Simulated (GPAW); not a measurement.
# Al3InN4 (ordered alloy, started on the zincblende lattice) (I-42m): one start, several treatments of the self-energy

Aim: compare treatments of exchange, screening and correlation for the gap of Al3InN4 (ordered alloy, started on the zincblende lattice) (I-42m).

Calculated with GPAW 26.7.0; PBE and many-body steps on it, plane waves.

The structure was built from a prototype and need not be the compound's stable phase.

### Step 1. Starting point

The structure is tetragonal, space group I-42m (No. 121). The conventional cell has a = 4.548 Å, b = 4.548 Å, c = 9.063 Å, α = 90.00°, β = 90.00°, γ = 90.00°. Nearest to Al lie 4 N at 1.92 Å. Nearest to N lie 3 Al at 1.90 to 1.92 Å and 1 In at 2.14 Å. Al has 4 N at 1.90 Å nearest. Nearest to In lie 4 N at 2.14 Å. Farther neighbours and most contacts between anions are not listed.

As a file:

```xyz
8
Lattice="-2.2741 2.2741 4.5313 2.2741 -2.2741 4.5313 2.2741 2.2741 -4.5313" Properties=species:S:1:pos:R:3 pbc="T T T"
Al    0.0000    2.2741    2.2656
N     1.0307   -1.0307    3.3085
Al    2.2741    2.2741    0.0000
N     1.0307    1.0307    5.7540
Al    2.2741    0.0000    2.2656
N    -1.0307    1.0307    3.3085
In    0.0000    0.0000    0.0000
N     1.2434    1.2434    1.2227
```

The structure was relaxed with PBE. The structure type comes from a generator and need not be one that this composition takes. The runs that relaxed it are not among those shown.

### Step 2. Empty states on the mesh, 4×4×4 mesh, 162 bands

This step: GPAW 26.7.0; DFT, PBE, plane waves, PAW.

The sums over transitions need many empty states on a uniform mesh; this step solves for them.

The input, run.py:

```python
import json
import numpy as np
from gpaw.mpi import world
from gpaw import GPAW

calc = GPAW('gs.gpw').fixed_density(kpts={'size': (4, 4, 4), 'gamma': True},
    nbands=189,
    convergence={'bands': 162},
    txt='nscf.txt')
calc.write('full.gpw', mode='all')
res = {}
kpts = calc.get_ibz_k_points()
res['kpts'] = kpts
res['eigenvalues'] = [calc.get_eigenvalues(kpt=k) for k in range(len(kpts))]
res['n_electrons'] = calc.get_number_of_electrons()

if world.rank == 0:
    with open('result.json', 'w') as f:
        json.dump(res, f, default=lambda x: x.tolist())
```

On the command line:

```console
> mpirun -n 8 gpaw python run.py
```

Numbers of over 12 decimals in the logs are rounded to 6 here.

Log:

```text
Diagonalizing LCAO Hamiltonian
Converting LCAO to pw mode
convergence criteria:
- Maximum integral of absolute [eigenst]ate change: 4e-08 eV^2 / valence electron
maximum number of iterations: 100

SCF iterations
|iter     |     time |      energy | eigst |  dens |
|iter:   1|  |             | +4.17 |       |
|iter:   2|  |             | +2.97 |       |
|iter:   3|  |             | +1.90 |       |
[...]
|iter:  15|  |             | -6.82 |       |
|iter:  16|  |             | -7.26 |       |
|iter:  17|  |             | -7.61c|       |
SCF steps: 17
  __  _  _
 | _ |_)|_||  |
 |__||  | ||/\| - 26.7.0

Input parameters:
  mode=PW(ecut=600.0),
  convergence={'bands': 162},
  gpts=array([32, 32, 32]),
  kpts=MonkhorstPack(size=(4, 4, 4), gamma=True),
  maxiter=100,
  nbands=189,
  occupations=Occupations(name='fermi-dirac', width=0.001, fixmagmom=False),
  parallel={},
  xc=XC(name='PBE')
# Writing to full.gpw (mode='all')
  [... matrices ...]

timing:  # [seconds]
  Total: 0.060  # ━━━━━━━━━━━━━━━━━━━━━━━━━━━━━━━━━━━━━━━━━━━━━━━━━━━━━━━━━━━
```

The job ended after 52 s (8 MPI ranks of Arm Neoverse V1, shared host; peak memory 2.1 GiB).

Numbers from this step:

- gap: 2.399 eV
- k of the valence top: 0, 0, 0
- k of the conduction bottom: 0, 0, 0
- least direct gap: 2.399 eV
- k points computed: 13
- lowest point of the top converged band, above the valence top: 65.0723 eV

On this mesh the gap is 2.399 eV.

### Step 3. G0W0, Godby-Needs plasmon pole

Now the one-shot GW correction: screening in the RPA, then the self-energy of the levels asked for.

This step: G0W0 on PBE, plane waves, PAW.

The input, run.py:

```python
import json
import numpy as np
from gpaw.mpi import world
from gpaw.response.g0w0 import G0W0

gw = G0W0('full.gpw',
    filename='gw',
    kpts=[0],
    bands=(19, 23),
    ecut=48,
    nbands=70,
    integrate_gamma='WS',
    ppa=True)
gw.calculate()
res = {mode: {k: v for k, v in r.items() if k != 'sigma_eskwn'}
       for mode, r in gw.all_results.items()}

if world.rank == 0:
    with open('result.json', 'w') as f:
        json.dump(res, f, default=lambda x: x.tolist())
```

On the command line:

```console
> mpirun -n 8 gpaw python run.py
```

Log:

```text
Using integrator: PointIntegrator
FrequencyGridDescriptor(from 0.000+0.000j to 0.000+27.211j eV, 2 points)
Nonperiodic BCs:  [False False False]
Using integrator: PointIntegrator
FrequencyGridDescriptor(from 0.000+0.000j to 0.000+27.211j eV, 2 points)
Nonperiodic BCs:  [False False False]
  ___  _ _ _
 |   || | | |
 | | || | | |
 |__ ||_____|
 |___|

BZ k-points: Symmetries present (total): 8

  [... matrices ...]
64 k-points: 4 x 4 x 4 Monkhorst-Pack grid + [1/8,1/8,1/8]
13 k-points in the irreducible part of the Brillouin zone
       k-points in crystal coordinates                weights
   0:     0.00000000    0.00000000    0.00000000          1/64
   1:     0.25000000   -0.25000000    0.00000000          4/64
   2:     0.25000000   -0.25000000    0.25000000          4/64
   3:     0.25000000    0.00000000    0.00000000          8/64
   4:     0.25000000    0.25000000   -0.25000000          2/64
   5:     0.25000000    0.25000000    0.25000000          2/64
   6:     0.50000000    0.00000000    0.25000000          8/64
   7:     0.50000000    0.00000000    0.50000000          4/64
   8:     0.50000000    0.25000000    0.25000000         16/64
   9:     0.50000000    0.25000000    0.50000000          8/64
          ...
  12:     0.50000000    0.50000000    0.50000000          1/64

Distributing spins, k-points and bands (1 x 1 x 4) over 8 processes
Number of blocks: 1

Quasi particle states:
k-points (IBZ indices): [0]
Band range: (19, 23)
  [... matrices ...]
Computational parameters:
Plane wave cut-off: 48 eV
Number of bands: 70
Coulomb cutoff: None
Broadening: 0.1 eV

fxc modes: GW
Kernel: RPA
Using Godby-Needs plasmon-pole approximation:
  Fitting energy: i*E0, E0 = 1.000 Hartree
Summing all q:

Calculating screened Coulomb potential
No Coulomb truncation
FrequencyGridDescriptor(from 0.000+0.000j to 0.000+27.211j eV, 2 points)
Removing empty qpoint cache files...

Calculating chi0 body with:
    Ground state adapter containing:
    Number of spins: 1
    Number of kpoints: 64
    Number of irreducible kpoints: 13
    Number of completely occupied states: 21
    Number of partially occupied states: 21
    Occupied states memory: 10.5 M / cpu

    Linear response parametrization:
    q_c: [0.0, 0.0, 0.0]
    Number of frequency points: 2
    Planewave cutoff: 48.0
    Number of bands: 70
    Number of planewaves: 69
    Broadening (eta): 1e-06
    comm.size: 8
    kncomm.size: 8
    blockcomm.size: 1

    Memory estimate of potentially large arrays:
        chi0_wGG: 0.145294 M / cpu
Integrating chi0 body.

Symmetries of q_c:
    Direct symmetries (Uq -> q): 8
    Indirect symmetries (TUq -> q): 8
In total 16 allowed symmetries.

  [... matrices ...]
13 groups of equivalent kpoints. 79.6875% reduction.

Integral kind: response function
Integrating chi0 head and wings.

Symmetries of q_c:
    Direct symmetries (Uq -> q): 8
    Indirect symmetries (TUq -> q): 8
In total 16 allowed symmetries.

  [... matrices ...]
13 groups of equivalent kpoints. 79.6875% reduction.

Integral kind: response function wings

Calculating chi0 body with:
    Ground state adapter containing:
    Number of spins: 1
    Number of kpoints: 64
    Number of irreducible kpoints: 13
    Number of completely occupied states: 21
    Number of partially occupied states: 21
    Occupied states memory: 10.5 M / cpu

    Linear response parametrization:
[... the further q-points ...]

Results:
f:      Occupation numbers
eps:     KS-eigenvalues [eV]
vxc:     KS vxc [eV]
exx:     Exact exchange [eV]
sigma:   Self-energies [eV]
dsigma:  Self-energy derivatives
Z:       Renormalization factors
qp:      QP-energies [eV]

k-point 0 (0): (0.000, 0.000, 0.000)                GW
band       f     eps     vxc     exx   sigma  dsigma       Z      qp
                                                                   GW
  19   1.000   6.145 -17.880 -21.518   3.758  -0.258   0.795   6.240
  20   1.000   6.145 -17.880 -21.518   3.757  -0.258   0.795   6.240
  21   0.000   8.544 -14.737 -10.648  -2.783  -0.212   0.825   9.621
  22   0.000   9.626 -11.809  -7.684  -3.109  -0.200   0.834  10.474
```

Elapsed: 33 s, on 8 MPI ranks; peak memory 3.5 GiB; 4.4 min of CPU time.

This step gave:

```
G0W0 gap on the points computed              : 3.381 eV
least direct G0W0 gap on the computed points : 3.381 eV
Z at the valence top                         : 0.7946
Z at the conduction bottom                   : 0.8250
starting gap on the mesh                     : 2.399 eV
k of the valence top                         : 0, 0, 0
k of the conduction bottom                   : 0, 0, 0
```

The gap on the mesh goes from 2.40 eV to 3.38 eV, a correction of +0.98 eV.

### Step 4. One-shot HSE06

This step: one-shot HSE06 levels on PBE orbitals, plane waves, PAW.

The input, run.py:

```python
import json
import numpy as np
from gpaw.mpi import world
from gpaw.hybrids.eigenvalues import non_self_consistent_eigenvalues

dft, vxc, vxc_hyb = non_self_consistent_eigenvalues('full.gpw', 'HSE06', 19, 23, kpt_indices=[0])
res = {'dft': dft[0], 'hybrid': (dft - vxc + vxc_hyb)[0]}
if world.rank == 0:
    with open('hybrid.txt', 'w') as f:
        for k, e0, e1 in zip([0], res['dft'], res['hybrid']):
            print(k, ' '.join(f'{x:9.4f}' for x in e0), '|', ' '.join(f'{x:9.4f}' for x in e1), file=f)

if world.rank == 0:
    with open('result.json', 'w') as f:
        json.dump(res, f, default=lambda x: x.tolist())
```

On the command line:

```console
> mpirun -n 8 gpaw python run.py
```

Log:

```text
IBZ(<points: 13, symmetries: 8>)
Occupied bands: 21
Transforming wave functions from IBZ to BZ: 0.044 seconds
Distributing wave functions and iFFT-ing to real space: 0.212 seconds
Calculating eigenvalues:
  k-points: 1
  Bands: 19-22 (inclusive)
  Seconds: 0.624 (wave-function broadcasting: 0.008 seconds)
HSE06-eigenvalue shifts:
  min: -0.878 eV
  ave: -0.273 eV
  max: 0.341 eV
```

Run time: 4.2 s. Hardware: 8 MPI ranks; peak memory 1.7 GiB; 32 s of CPU time.

Numbers from this step:

| Property | Result |
| --- | --- |
| starting gap on the mesh | 2.399 eV |
| hybrid gap on the mesh | 3.618 eV |
| least direct hybrid gap on the computed points | 3.618 eV |

### Step 5. G0W0, extrapolated in the cutoff

This step: G0W0 on PBE, plane waves, PAW.

The input, run.py:

```python
import json
import numpy as np
from gpaw.mpi import world
from gpaw.response.g0w0 import G0W0

gw = G0W0('full.gpw',
    filename='gw',
    kpts=[0],
    bands=(19, 23),
    ecut=80.0,
    integrate_gamma='WS',
    ppa=True,
    ecut_extrapolation=True)
gw.calculate()
res = {mode: {k: v for k, v in r.items() if k != 'sigma_eskwn'}
       for mode, r in gw.all_results.items()}

if world.rank == 0:
    with open('result.json', 'w') as f:
        json.dump(res, f, default=lambda x: x.tolist())
```

On the command line:

```console
> mpirun -n 8 gpaw python run.py
```

Log:

```text
Using integrator: PointIntegrator
FrequencyGridDescriptor(from 0.000+0.000j to 0.000+27.211j eV, 2 points)
Nonperiodic BCs:  [False False False]
Using integrator: PointIntegrator
FrequencyGridDescriptor(from 0.000+0.000j to 0.000+27.211j eV, 2 points)
Nonperiodic BCs:  [False False False]
  ___  _ _ _
 |   || | | |
 | | || | | |
 |__ ||_____|
 |___|

BZ k-points: Symmetries present (total): 8

  [... matrices ...]
64 k-points: 4 x 4 x 4 Monkhorst-Pack grid + [1/8,1/8,1/8]
13 k-points in the irreducible part of the Brillouin zone
       k-points in crystal coordinates                weights
   0:     0.00000000    0.00000000    0.00000000          1/64
   1:     0.25000000   -0.25000000    0.00000000          4/64
   2:     0.25000000   -0.25000000    0.25000000          4/64
[...]
9:     0.50000000    0.25000000    0.50000000          8/64
          ...
  12:     0.50000000    0.50000000    0.50000000          1/64

Distributing spins, k-points and bands (1 x 1 x 4) over 8 processes
Number of blocks: 1

Quasi particle states:
k-points (IBZ indices): [0]
Band range: (19, 23)
  [... matrices ...]
Computational parameters:
Extrapolating to infinite plane wave cut-off using points at:
  68.942 eV
  73.959 eV
  80.000 eV
Number of bands: 152
Coulomb cutoff: None
Broadening: 0.1 eV

fxc modes: GW
Kernel: RPA
Using Godby-Needs plasmon-pole approximation:
  Fitting energy: i*E0, E0 = 1.000 Hartree
Summing all q:

Calculating screened Coulomb potential
No Coulomb truncation
FrequencyGridDescriptor(from 0.000+0.000j to 0.000+27.211j eV, 2 points)
Removing empty qpoint cache files...

Calculating chi0 body with:
    Ground state adapter containing:
    Number of spins: 1
    Number of kpoints: 64
    Number of irreducible kpoints: 13
[...]
Number of partially occupied states: 21
    Occupied states memory: 10.5 M / cpu

    Linear response parametrization:
    q_c: [0.0, 0.0, 0.0]
    Number of frequency points: 2
    Planewave cutoff: 80.0
    Number of bands: 152
    Number of planewaves: 131
    Broadening (eta): 1e-06
    comm.size: 8
    kncomm.size: 8
    blockcomm.size: 1

    Memory estimate of potentially large arrays:
        chi0_wGG: 0.523712 M / cpu
Integrating chi0 body.

Symmetries of q_c:
    Direct symmetries (Uq -> q): 8
    Indirect symmetries (TUq -> q): 8
In total 16 allowed symmetries.

  [... matrices ...]
13 groups of equivalent kpoints. 79.6875% reduction.

Integral kind: response function
Integrating chi0 head and wings.

Symmetries of q_c:
    Direct symmetries (Uq -> q): 8
    Indirect symmetries (TUq -> q): 8
In total 16 allowed symmetries.

  [... matrices ...]
13 groups of equivalent kpoints. 79.6875% reduction.

Integral kind: response function wings

Calculating chi0 body with:
    Ground state adapter containing:
    Number of spins: 1
    Number of kpoints: 64
    Number of irreducible kpoints: 13
    Number of completely occupied states: 21
    Number of partially occupied states: 21
    Occupied states memory: 10.5 M / cpu

    Linear response parametrization:
[... the further q-points ...]
Extrapolating selfenergy to infinite energy cutoff:
  Performing linear fit to 3 points
  Minimum R^2 = 0.9988. (R^2 Should be close to 1)
  [... matrices ...]
Results:
f:      Occupation numbers
eps:     KS-eigenvalues [eV]
vxc:     KS vxc [eV]
exx:     Exact exchange [eV]
sigma:   Self-energies [eV]
dsigma:  Self-energy derivatives
Z:       Renormalization factors
qp:      QP-energies [eV]

k-point 0 (0): (0.000, 0.000, 0.000)                GW
band       f     eps     vxc     exx   sigma  dsigma       Z      qp
                                                                   GW
  19   1.000   6.145 -17.880 -21.518   2.710  -0.277   0.783   5.418
  20   1.000   6.145 -17.880 -21.518   2.710  -0.277   0.783   5.418
  21   0.000   8.544 -14.737 -10.648  -3.360  -0.234   0.811   9.134
  22   0.000   9.626 -11.809  -7.684  -3.789  -0.208   0.828   9.905
```

It took 1.9 min on 8 MPI ranks; peak memory 3.5 GiB.

This step gave:

| Quantity | Value |
| --- | --- |
| quasiparticle gap on the points computed | 3.716 eV |
| least direct quasiparticle gap on the computed points | 3.716 eV |
| Z at the valence top | 0.7828 |
| Z at the conduction bottom | 0.8105 |
| starting gap on the mesh | 2.399 eV |
| k of the valence top | 0, 0, 0 |
| k of the conduction bottom | 0, 0, 0 |
| gaps at the cutoffs of the extrapolation | 3.458, 3.485, 3.510 eV |

Against G0W0 in GPAW (4×4×4 mesh, 70 bands, screening to 48 eV, Godby-Needs plasmon pole), the gap moves by +0.335 eV.

### Step 6. One-shot Hartree-Fock

This step: one-shot Hartree-Fock levels on PBE orbitals, plane waves, PAW.

The input, run.py:

```python
import json
import numpy as np
from gpaw.mpi import world
from gpaw.hybrids.eigenvalues import non_self_consistent_eigenvalues

dft, vxc, vxc_hyb = non_self_consistent_eigenvalues('full.gpw', 'EXX', 19, 23, kpt_indices=[0])
res = {'dft': dft[0], 'hybrid': (dft - vxc + vxc_hyb)[0]}
if world.rank == 0:
    with open('hybrid.txt', 'w') as f:
        for k, e0, e1 in zip([0], res['dft'], res['hybrid']):
            print(k, ' '.join(f'{x:9.4f}' for x in e0), '|', ' '.join(f'{x:9.4f}' for x in e1), file=f)

if world.rank == 0:
    with open('result.json', 'w') as f:
        json.dump(res, f, default=lambda x: x.tolist())
```

On the command line:

```console
> mpirun -n 8 gpaw python run.py
```

Log:

```text
IBZ(<points: 13, symmetries: 8>)
Occupied bands: 21
Transforming wave functions from IBZ to BZ: 0.044 seconds
Distributing wave functions and iFFT-ing to real space: 0.242 seconds
Calculating eigenvalues:
  k-points: 1
  Bands: 19-22 (inclusive)
  Seconds: 0.725 (wave-function broadcasting: 0.007 seconds)
HSE06-eigenvalue shifts:
  min: -3.638 eV
  ave: 0.235 eV
  max: 4.125 eV
```

The job ended after 3.8 s (8 MPI ranks; peak memory 0.96 GiB).

Numbers from this step:

- starting gap on the mesh: 2.399 eV
- hybrid gap on the mesh: 10.13 eV
- least direct hybrid gap on the computed points: 10.13 eV

### Step 7. G0W0, full frequency, Hilbert transform

This step: G0W0 on PBE, plane waves, PAW.

The input, run.py:

```python
import json
import numpy as np
from gpaw.mpi import world
from gpaw.response.g0w0 import G0W0

gw = G0W0('full.gpw',
    filename='gw',
    kpts=[0],
    bands=(19, 23),
    ecut=48,
    nbands=70,
    integrate_gamma='WS',
    frequencies={'type': 'nonlinear', 'domega0': 0.1, 'omega2': 15.0},
    eta=0.1,
    nblocksmax=True)
gw.calculate()
res = {mode: {k: v for k, v in r.items() if k != 'sigma_eskwn'}
       for mode, r in gw.all_results.items()}

if world.rank == 0:
    with open('result.json', 'w') as f:
        json.dump(res, f, default=lambda x: x.tolist())
```

On the command line:

```console
> mpirun -n 8 gpaw python run.py
```

Log:

```text
Using integrator: PointIntegrator
NonLinearFrequencyDescriptor(from 0.000 to 47.780 eV, 207 points)
Nonperiodic BCs:  [False False False]
Using integrator: PointIntegrator
NonLinearFrequencyDescriptor(from 0.000 to 47.780 eV, 207 points)
Nonperiodic BCs:  [False False False]
  ___  _ _ _
 |   || | | |
 | | || | | |
 |__ ||_____|
 |___|

BZ k-points: Symmetries present (total): 8

  [... matrices ...]
64 k-points: 4 x 4 x 4 Monkhorst-Pack grid + [1/8,1/8,1/8]
13 k-points in the irreducible part of the Brillouin zone
       k-points in crystal coordinates                weights
[...]
Results:
f:      Occupation numbers
eps:     KS-eigenvalues [eV]
vxc:     KS vxc [eV]
exx:     Exact exchange [eV]
sigma:   Self-energies [eV]
dsigma:  Self-energy derivatives
Z:       Renormalization factors
qp:      QP-energies [eV]

k-point 0 (0): (0.000, 0.000, 0.000)                GW
band       f     eps     vxc     exx   sigma  dsigma       Z      qp
                                                                   GW
  19   1.000   6.145 -17.880 -21.518   3.749  -0.290   0.775   6.231
  20   1.000   6.145 -17.880 -21.518   3.749  -0.290   0.775   6.231
  21   0.000   8.544 -14.737 -10.648  -2.757  -0.229   0.814   9.627
  22   0.000   9.626 -11.809  -7.684  -3.076  -0.219   0.820  10.487
```

Wall time 50 s (8 MPI ranks); peak memory 3 GiB; 6.7 min of CPU time.

This step gave:

| Property | Result |
| --- | --- |
| G0W0 gap on the points computed | 3.397 eV |
| least direct G0W0 gap on the computed points | 3.397 eV |
| starting gap on the mesh | 2.399 eV |
| k of the valence top | 0, 0, 0 |
| k of the conduction bottom | 0, 0, 0 |

Against G0W0 in GPAW (4×4×4 mesh, 70 bands, screening to 48 eV, Godby-Needs plasmon pole), the gap moves by +0.015 eV.

### Step 8. The runs together

Times are wall times on 8 MPI ranks of Arm Neoverse V1, shared host, good to a factor of about two.

| run | mesh | bands | screening cutoff (eV) | DFT gap (eV) | gap on the mesh (eV) | direct (eV) | time |
| --- | --- | --- | --- | --- | --- | --- | --- |
| G0W0, Godby-Needs plasmon pole | 4×4×4 | 70 | 48 | 2.399 | 3.381 | 3.381 | 33 s |
| one-shot HSE06 | 4×4×4 | - | - | 2.399 | 3.618 | 3.618 | 4.2 s |
| G0W0, extrapolated in the cutoff | 4×4×4 | - | 80 | 2.399 | 3.716 | 3.716 | 1.9 min |
| one-shot Hartree-Fock | 4×4×4 | - | - | 2.399 | 10.126 | 10.126 | 3.8 s |
| G0W0, full frequency, Hilbert transform | 4×4×4 | 70 | 48 | 2.399 | 3.397 | 3.397 | 50 s |

### Step 9. Summary of results

| Quantity | Value |
| --- | --- |
| G0W0, Godby-Needs plasmon pole | 3.381 eV |
| one-shot HSE06 | 3.618 eV |
| G0W0, extrapolated in the cutoff | 3.716 eV |
| one-shot Hartree-Fock | 10.126 eV |
| G0W0, full frequency, Hilbert transform | 3.397 eV |
| known limits | not at the basis limit; no spin-orbit coupling |

**Reading.** One-shot HSE06: +0.236 eV against G0W0, Godby-Needs plasmon pole. G0W0, extrapolated in the cutoff: +0.335 eV against G0W0, Godby-Needs plasmon pole, at other bands or cutoff, so not like for like. One-shot Hartree-Fock: +6.744 eV against G0W0, Godby-Needs plasmon pole. G0W0, full frequency, Hilbert transform: +0.015 eV against G0W0, Godby-Needs plasmon pole. Bare exchange alone opens the gap to 10.13 eV; against G0W0, correlation takes back 6.74 eV. One-shot hybrid levels are evaluated on the PBE orbitals. Bands and cutoff are finite, so the gap is not at the basis limit. The miss can reach some tenths of an eV and take either sign; the mesh is an error of its own. These stock PAW sets were not made for GW. In the G0W0 runs levels were corrected at 1 k point alone, so a gap called «on the mesh» is the least over those, and an edge elsewhere would be missed. The many-body steps are scalar-relativistic: spin-orbit coupling is not in them.

[Paths, hosts, dates, memory and timing lines, banners, echoed tables and standing remarks are left out of the program output.]

[Logs are printed without paths, hosts, clocks, repeated set-up lines and the standing remarks that a program may print on its own settings, such as how far it seeks lower states.]

[Runs of the session that timed out or met a known fault of the program may be left out.]

[Hosts, paths, dates, database ids (printed as entryN), source tags and the programs' standing remarks are cut or masked in the printed files.]
